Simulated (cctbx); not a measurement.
**Reading a Patterson map**

Space group P6_3/mmc (no. 194), a = 6.9750 Å, b = 6.9750 Å, c = 5.5530 Å, α = 90.00°, β = 90.00°, γ = 120.00°, content V2 Ca6.

The data are simulated with cctbx, not measured: Mo Kα, λ = 0.71073 Å, to d = 0.7 Å, 50 % of the full sphere, strongest reflection 40000 counts, noise from counting, a 2 % proportional error and a noise floor of 4 counts (s.d.); no absorption, some extinction.

Patterson synthesis, origin scaled to 1000:

```text
Patterson group P 6/m m m
      u       v       w   height  length (A)
  0.000   0.000   0.000   1000.0     0.00
  0.000   0.500   0.000    921.7     3.49
  0.165   0.330   0.500    443.4     3.42
  0.333   0.667   0.500    415.6     4.89
  0.000   0.000   0.162     26.7     0.90
  0.000   0.439   0.161     25.6     3.19
  0.075   0.537   0.156     24.5     3.62
  0.084   0.290   0.315     18.3     2.51
  0.207   0.414   0.315     18.2     3.05
  0.291   0.582   0.312     17.9     4.64
  0.114   0.229   0.199     16.2     1.77
  0.118   0.380   0.195     15.3     2.59
  0.240   0.620   0.194     15.3     3.93
  0.000   0.159   0.252     14.3     1.78
```

Q: Assign the vectors.

A peak at u stands for all pairs with xi − xj = u, with weight Σ ZiZj against Σ Z² = 3458 at the origin. Peak heights follow these weights only roughly, since form factors, motion and series ripples differ, all vectors within 0.55 Å of a peak are counted as merged into it though the farther ones add only part of their weight, and F(000) is left out, which lowers the whole map:

| u | v | w | shortest length (Å) | height | 1000 ΣZiZj/ΣZ² | pairs in the cell |
| --- | --- | --- | --- | --- | --- | --- |
| 0.000 | 0.500 | 0.000 | 3.49 | 922 | 995 | 4 × V–Ca, 4 × Ca–Ca |
| 0.165 | 0.330 | 0.500 | 3.42 | 443 | 497 | 2 × V–Ca, 2 × Ca–Ca |
| 0.333 | 0.667 | 0.500 | 4.89 | 416 | 500 | 3 × Ca–Ca, 1 × V–V |

The table stops at ten peaks or at a height of 45, below which ripples compete. In the model behind the data V, the heaviest element, has 1 independent site: (1/3, 2/3, 3/4), up to an allowed shift of origin; the V–V vectors are differences of these positions and their symmetry mates. Elements of similar Z can't be told apart from the map alone. The whole model:

| atom | mult. | x | y | z | Ueq (Å²) |
| --- | --- | --- | --- | --- | --- |
| V1 | 2 | 1/3 | 2/3 | 3/4 | 0.0102 |
| Ca1 | 6 | 0.1731 | 0.3461 | 1/4 | 0.0109 |

The model was made for the exercise: a known structure type with other elements put in, its volume estimated, not relaxed; displacement parameters are assumed.

[Logs are printed without paths, hosts, clocks, repeated set-up lines and the standing remarks that a program may print on its own settings, such as how far it seeks lower states.]
